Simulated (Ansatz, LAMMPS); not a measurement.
# A frame of liquid mixture of sulfolane and H2O from 340 K (192 atoms): geometry optimisation, part 3 of 3

Aim: bring a frame of liquid mixture of sulfolane and H2O from 340 K (192 atoms) to a nearby minimum of the energy and see what moves.

Ansatz 0.2.0; Kohn-Sham DFT, PBE+D3(BJ), PAW (set soft_2), plane waves.

The cell: 28 O, 12 S, 48 C and 104 H. The network of contacts between molecules at the start is that of the classical potential that made the cell. The Brillouin zone is sampled at Γ only, in a cell whose shortest periodic width is 13 Å.

So far, density (g/cm³): step 5 (distances and neighbours after relaxation) 1.33.

**6. Single point at the relaxed geometry**

One more single point at the end of the walk gives the fuller output and checks the residual forces.

input.yaml reads:

```yaml
crystal:
  lattice:
    - [12.38753, 0.14973, -0.19093]
    - [0.14973, 12.37102, 0.19653]
    - [-0.19093, 0.19653, 12.36807]
  atoms:
    - { symbol: O, position: [0.91722, 0.49725, 0.00336] }
    - { symbol: S, position: [0.9995, 0.42053, 0.0496] }
    - { symbol: O, position: [8.0e-05, 0.31084, 0.00826] }
    - { symbol: C, position: [0.9986, 0.41358, 0.19492] }
    - { symbol: C, position: [0.11754, 0.39723, 0.22705] }
    - { symbol: C, position: [0.18073, 0.47602, 0.15525] }
    - { symbol: C, position: [0.13372, 0.47527, 0.03899] }
    - { symbol: H, position: [0.96424, 0.4904, 0.22172] }
    - { symbol: H, position: [0.94518, 0.34834, 0.2189] }
    - { symbol: H, position: [0.14405, 0.31353, 0.21438] }
    - { symbol: H, position: [0.13216, 0.41232, 0.31302] }
    - { symbol: H, position: [0.17302, 0.55836, 0.18497] }
    - { symbol: H, position: [0.26703, 0.45397, 0.1575] }
    - { symbol: H, position: [0.17835, 0.42158, 0.9864] }
    - { symbol: H, position: [0.12408, 0.55597, 0.00024] }
    - { symbol: O, position: [0.14701, 0.77295, 0.16695] }
    - { symbol: S, position: [0.12416, 0.82769, 0.26764] }
    - { symbol: O, position: [0.09815, 0.94358, 0.26045] }
    - { symbol: C, position: [0.23492, 0.79602, 0.36344] }
    - { symbol: C, position: [0.19698, 0.7028, 0.43715] }
    - { symbol: C, position: [0.0909, 0.65797, 0.38931] }
    - { symbol: C, position: [0.02442, 0.75263, 0.33857] }
    - { symbol: H, position: [0.30491, 0.77694, 0.3149] }
    - { symbol: H, position: [0.25095, 0.87047, 0.40589] }
    - { symbol: H, position: [0.18157, 0.73348, 0.5175] }
    - { symbol: H, position: [0.2594, 0.63857, 0.44661] }
    - { symbol: H, position: [0.10828, 0.5992, 0.32734] }
    - { symbol: H, position: [0.04519, 0.61601, 0.45142] }
    - { symbol: H, position: [0.99091, 0.80579, 0.39928] }
    - { symbol: H, position: [0.96087, 0.73053, 0.28026] }
    - { symbol: O, position: [0.82205, 0.19166, 0.40654] }
    - { symbol: S, position: [0.91969, 0.20534, 0.47399] }
    [... 154 atom lines left out ...]
    - { symbol: O, position: [0.84461, 0.69478, 0.09167] }
    - { symbol: H, position: [0.76876, 0.70677, 0.06898] }
    - { symbol: H, position: [0.8623, 0.62213, 0.06691] }
    - { symbol: O, position: [0.21647, 0.74347, 0.76746] }
    - { symbol: H, position: [0.21234, 0.79845, 0.82263] }
    - { symbol: H, position: [0.14533, 0.74735, 0.73098] }
kpoints:
  mp_grid: { grid: [1, 1, 1] }
hamiltonian:
  xc: pbe
  dispersion: d3bj
scf:
  occupations: { method: fixed }
output:
  forces: true
  stress: true
  populations: intrinsic
  dos:
    method: { smearing: { sigma: 0.1 } }
    de: 0.1
    projected: { site_lists: { C: [C], H: [H], O: [O], S: [S] } }
  eigenvalues: true
  write_density: true
  write_potential: true
  volumetric_format: npy
```

Started as:

```bash
ansatz run input.yaml --threads 4 --pin off --max-ram 8192MiB --backend cpu --events-out ev --progress --plain --runs-dir out
```

Numbers of over 12 decimals in the logs are rounded to 6 here.

Log:

```text
[...]
Crystal: 192 atoms, lattice volume = 1894.144 Å³
Basis set: ecut = 420 eV, 37059 PW (Γ), exchange–correlation on 180×180×180 points (8 copies of the dense FFT grid, shifted against one another)
Bands: 460, of which v1, the nominal top of the filled ones, is band 268 counted from 1 (267 counted from 0)
Symmetry: 1 space group operations
[...]
k-points: 1
[...]
SCF iter   1: F=—  HF=-40423.296075 eV  |F-HF|=—  |Δ(HF+E_count)|=         —  Δρ=6.45e-3  dr2=9.89e-1  ethr=1.77e-3  ⟨swp⟩=5.0  Hψ=1729  notcnv=0  defer=189
[...]
SCF iter  10: F=-40423.032146 eV  HF=-40423.032146 eV  |F-HF|=2.87e-8  |Δ(HF+E_count)|=   3.57e-9  Δρ=2.09e-6  dr2=7.49e-8  ethr=1.87e-11  ⟨swp⟩=22.0  Hψ=4680  notcnv=0
SCF 1 converged in 10 iterations: F = -40423.032146 eV  dr2 = 7.49e-8
[...]
WARN: The input density's exchange-correlation potential varies sharply where the density is thin. Do not read a vacuum level from v_tot or v_xc, or from such a field of the output density. On a cell that repeats whose density bears no net charge and no dipole along the vacuum's axis use v_es (v_loc + v_h of the components); [...]
SCF converged after 10 iterations
Free energy (F): -40423.032146 eV
[...]
Internal energy: -40423.032146 eV  (E = F + TS)
E sigma→0 (E₀):  -40423.032146 eV
Fermi energy:    -0.308343 eV
[...]
--- Forces (eV/Å), atoms counted from 1 ---
  atom   1  O     -0.00040825    -0.00200375     0.00381163
  atom   2  S     -0.00426241     0.01224683    -0.00810780
  atom   3  O      0.00004119    -0.01085230    -0.00102759
  atom   4  C     -0.00082547     0.00268488     0.00026509
  atom   5  C      0.00343609    -0.00030324    -0.00553217
  atom   6  C      0.00478745    -0.00060933     0.00705843
  atom   7  C     -0.00759834     0.00051148     0.00323838
  atom   8  H     -0.00135803     0.00222374    -0.00182117
  atom   9  H      0.00370726     0.00023726    -0.00111776
  atom  10  H      0.00123773    -0.00120932     0.00068453
  atom  11  H      0.00171345    -0.00038095     0.00215007
  atom  12  H      0.00097052    -0.00158616    -0.00210353
  atom  13  H     -0.00645594     0.00130443    -0.00030362
  atom  14  H     -0.00030536    -0.00186611    -0.00126666
[...]
atom 191  H     -0.00301818     0.00223171     0.00773475
  atom 192  H     -0.00285643    -0.00037876     0.00077593
  max |Σ_I F_I| component: 3.07e-5 eV/Å
--- Stress (GPa, compression-positive) ---
       -0.011213       0.000988      -0.004362
        0.000989      -0.010737       0.008083
       -0.004362       0.008083      -0.010911
  P = ⅓ Tr σ = -0.0110 GPa (-0.110 kbar)
--- Band table (eV) ---
[...]
--- intrinsic populations: 192 sites ---
  site symbol       q [e]
     0      O      6.8873
     1      S      3.9942
     2      O      6.9128
[...]
191      H      0.6159
  spilling = -0.000000 (of n_electrons = 536.000000)
```

Wall time 16 s (4 threads of AMD EPYC 9R45, shared host); peak memory 2.8 GiB.

The program notes that the exchange-correlation potential is rough where the density is thin.

The run gave:

| Property | Result |
| --- | --- |
| free energy | -40423.0321 eV |
| free energy per atom | -210.5366 eV/atom |
| SCF cycles | 10 |
| pressure | -0.01095 GPa |
| r.m.s. force component | 0.00384 eV/Å |
| longest force | 0.02968 eV/Å |
| Fermi energy | -0.3083 eV |
| gap (highest filled to lowest empty level) | 5.624 eV |

Intrinsic-atomic-orbital charges by element and coordination:

| element | coordination | atoms | mean charge (e) | spread | least | most |
| --- | --- | --- | --- | --- | --- | --- |
| C | all | 48 | -0.432 | 0.109 | -0.556 | -0.305 |
| H | all | 104 | 0.208 | 0.0518 | 0.153 | 0.384 |
| O | all | 28 | -0.893 | 0.0333 | -0.923 | -0.777 |
| O | 1 | 24 | -0.905 | 0.0085 | -0.923 | -0.887 |
| O | 2 | 4 | -0.816 | 0.0224 | -0.831 | -0.777 |
| S | all | 12 | 2.00 | 0.0058 | 1.99 | 2.01 |

Density of states as counts of states in windows of 1 eV (from the Fermi level), total and the larger projections:

| from (eV) | to (eV) | total | C p | O p | H s | S p | C s |
| --- | --- | --- | --- | --- | --- | --- | --- |
| -14 | -13 | 0.0 | 0.0 | 0.0 | 0.0 | 0.0 | 0.0 |
| -13 | -12 | 22.3 | 2.2 | 0.1 | 4.9 | 2.1 | 12.7 |
| -12 | -11 | 24.5 | 4.3 | 0.5 | 3.8 | 2.0 | 8.8 |
| -11 | -10 | 1.2 | 0.2 | 0.0 | 0.2 | 0.1 | 0.4 |
| -10 | -9 | 0.0 | 0.0 | 0.0 | 0.0 | 0.0 | 0.0 |
| -9 | -8 | 36.8 | 10.4 | 2.1 | 8.8 | 2.6 | 9.2 |
| -8 | -7 | 11.2 | 2.9 | 1.2 | 2.3 | 0.1 | 2.1 |
| -7 | -6 | 33.5 | 14.4 | 7.0 | 5.7 | 3.3 | 0.3 |
| -6 | -5 | 39.0 | 13.5 | 10.9 | 6.3 | 4.3 | 0.6 |
| -5 | -4 | 74.4 | 30.0 | 19.2 | 12.2 | 7.8 | 1.1 |
| -4 | -3 | 28.7 | 14.8 | 5.1 | 7.0 | 0.7 | 0.2 |
| -3 | -2 | 68.7 | 40.5 | 11.4 | 14.2 | 0.4 | 0.6 |
| -2 | -1 | 63.0 | 12.7 | 40.2 | 7.3 | 0.2 | 0.3 |
| -1 | 0 | 51.2 | 10.1 | 36.3 | 2.4 | 0.5 | 0.4 |
| 0 | 1 | 1.5 | 0.0 | 1.4 | 0.0 | 0.0 | 0.0 |
| 1 | 5 | 0.0 | 0.0 | 0.0 | 0.0 | 0.0 | 0.0 |

With fixed occupations the program's Fermi level is the highest filled level; weight inside the gap is the broadening of levels at its edges.

Between -22 and -14 eV lie 80 more states.

The levels nearest the highest filled one (over half full), pooled over k-points and spins:

| level less the highest filled one (eV) | occupation |
| --- | --- |
| -0.345 | 2 |
| -0.275 | 2 |
| -0.245 | 2 |
| -0.201 | 2 |
| -0.161 | 2 |
| 0 | 2 |
| 5.62 | 0 |
| 5.68 | 0 |
| 5.80 | 0 |
| 5.91 | 0 |
| 5.98 | 0 |
| 6.01 | 0 |

Valence density in the bc plane at fractional x = 0.132, with atoms of C and H and O and S within 0.2 Å of it. It is the smooth field of the valence electrons, not physical close to the nuclei.

Ten steps, logarithmic in the rise over the least value, from '0' (0.0 e/Å³) to '9' (5.5 e/Å³), each cell a mean:
```
35565310000012455555420000000011112
33332100000001122222100000000011122
33331000122110000000000000000011112
45653101245421100000000001110000012
46764111356653222100000012321000002
24442112467765433210000124542100001
11110012567765554421000124542100000
11100012455433566654210012221000001
22110011222112467776521001110000001
22223332100013577665421001100000001
23456664100002576432210112210000001
25677764100001233210011233321000001
35676542100000000000123454321000001
23454432100000000001245665421000000
01122222210001110002356765332211000
10001112210123542112566544345443332
31000000111236764112454322456666675
42000000013567764211221113465467897
31000000135777775433210124677666776
10001110024556666554321136998643332
22212110001223456654210135898521112
65543211000012356653200012454210024
77765421100012467765310000111100025
56776421000013567777520000011000013
```
Columns run along b (12.4 Å), rows up along c (12.4 Å). Atoms in or near the plane, at fractional coordinates: C at (0.40, 0.23), C at (0.48, 0.04), H at (0.31, 0.21), H at (0.41, 0.31), H at (0.56, 0.00), O at (0.77, 0.17), S at (0.83, 0.27), C at (0.31, 0.75), C at (0.48, 0.64), H at (0.43, 0.56), H at (0.00, 0.08), H at (0.75, 0.73).

Electrostatic potential energy in the bc plane at fractional x = 0.132, with atoms of C and H and O and S within 0.2 Å of it. With pseudopotentials it is smooth inside the atoms' cores, unlike the true potential.

Values in eV, 13 rows by 16 columns, each cell a mean:
```
 -1  -3   3   5   6   5   3   0  -1  -1   6   6   6   7   6   4
  1   3   6   5   1   4   5   5   5   6   6   7   6   6   6   4
  1  -2   7   5 -12 -16   2   4   5   6   7   5   4   5   6   7
  6   6   6   2 -18 -23  -2  -2   3   5   6  -5 -10   5   6   6
  4   6   5   3   1   3  -1 -36 -21  -3   5   5   5   6   6   5
  4  -3  -9   0   5   5  -7 -19  -2   2   5   5   5   6   6   6
  1 -30 -18   3   6   6   4   4   6   5   3   2   4   5   6   5
  4   1   2   4   5   6   5   5   6   2 -16  -6   2   4   5   6
  7   6   5   4   5   5 -13   0   4  -7  -7  -1  -7 -16  -1   4
  6   6   6   5   2  -9 -30  -4   4   3   4   3 -24 -36 -25 -21
  6   6   5   5  -1 -12 -22 -12  -2   2   6  -2 -36 -15   1   4
 -9   0   4   5   5   4   1 -14  -4   4   6   4  -8   3   6  -1
-20 -35  -1   5   6   5  -2 -37 -25  -6   5   6   5   5   6   2
```
Columns run along b (12.4 Å; values clipped at the 3rd and 97th percentile), rows up along c (12.4 Å). Atoms in or near the plane, at fractional coordinates: C at (0.40, 0.23), C at (0.48, 0.04), H at (0.31, 0.21), H at (0.41, 0.31), H at (0.56, 0.00), O at (0.77, 0.17), S at (0.83, 0.27), C at (0.31, 0.75), C at (0.48, 0.64), H at (0.43, 0.56), H at (0.00, 0.08), H at (0.75, 0.73).

Mean intrinsic-atomic-orbital charges: C -0.43, H +0.21, O -0.89, S +2.00 e. The largest share in the top eV of filled states is O p (73 % of the projected weight), and in the lowest eV of empty states H s (31 % of the projected weight).

Local excerpt of 9 atoms (numbers count through the whole input) about S2, one of the 12 S atoms; x, y, z are measured from there.

| atom | x | y | z | distance (Å) | bonds | intrinsic-atomic-orbital charge (e) |
| --- | --- | --- | --- | --- | --- | --- |
| S2 | 0.00 | 0.00 | 0.00 | 0.00 | 4 | 2.01 |
| O3 | 0.00 | -1.37 | -0.53 | 1.47 | 1 | -0.91 |
| O1 | -1.00 | 0.93 | -0.54 | 1.47 | 1 | -0.89 |
| C4 | -0.04 | -0.06 | 1.80 | 1.80 | 4 | -0.54 |
| C7 | 1.67 | 0.70 | -0.15 | 1.82 | 4 | -0.56 |
| H8 | -0.46 | 0.89 | 2.15 | 2.37 | 1 | 0.21 |
| H14 | 2.23 | 0.03 | -0.82 | 2.37 | 1 | 0.21 |
| H9 | -0.72 | -0.87 | 2.09 | 2.37 | 1 | 0.22 |
| H15 | 1.57 | 1.68 | -0.61 | 2.38 | 1 | 0.21 |

The column of bonds counts only the pairs H-C within 1.34 Å, H-O within 1.21 Å, C-C within 1.85 Å, C-S within 2.21 Å, O-S within 1.88 Å; other neighbours, such as metal atoms beside each other in a compound, aren't counted, and periodic images can show an atom twice.

**7. What came out**

```
energy change in the relaxation                  : -57.39 meV/atom
r.m.s. displacement                              : 0.866 Å
largest displacement                             : 2.105 Å
free energy per atom                             : -210.5366 eV/atom
pressure                                         : -0.01095 GPa
r.m.s. force component                           : 0.00384 eV/Å
gap (highest filled to lowest empty level) : 5.624 eV
wall time of the 3 DFT runs                      : 11 min
```

**Reading.** Relaxation lowers the energy by 57.4 meV/atom and moves atoms by 0.87 Å r.m.s.; the r.m.s. force component goes from 0.92 to 0.0038 eV/Å, the pressure goes from 2.9 to -0.011 GPa, and the gap from 4.75 to 5.62 eV. Displacements are taken in the final cell, so they leave out its strain. By the final cutoffs no bond was broken or made. The cell shrank by 9.2 % in volume. First to last step the energy falls by 11.019 eV, across changes of basis; the largest move, 2.10 Å, is that of H57. The C-S bonds change most in mean length: from 1.761 Å (spread 0.034) to 1.811 Å (spread 0.007). Counting bonds as in the table, all C atoms have 4, all H atoms have 1, 86 % of O atoms have 1 and all S atoms have 4 bonded neighbours. The highest filled and lowest empty levels differ by 5.62 eV (at Γ alone); a semilocal functional tends to put such gaps too low. In a disordered cell it changes from sample to sample and from frame to frame.

**Limits.** The network of contacts between molecules at the start is that of the classical potential that made the cell; in DFT atoms moved by 0.87 Å r.m.s.

[Logs are printed without paths, hosts, clocks, repeated set-up lines and the standing remarks that a program may print on its own settings, such as how far it seeks lower states.]

[Hosts, paths, dates, database ids (printed as entryN), source tags and the programs' standing remarks are cut or masked in the printed files.]
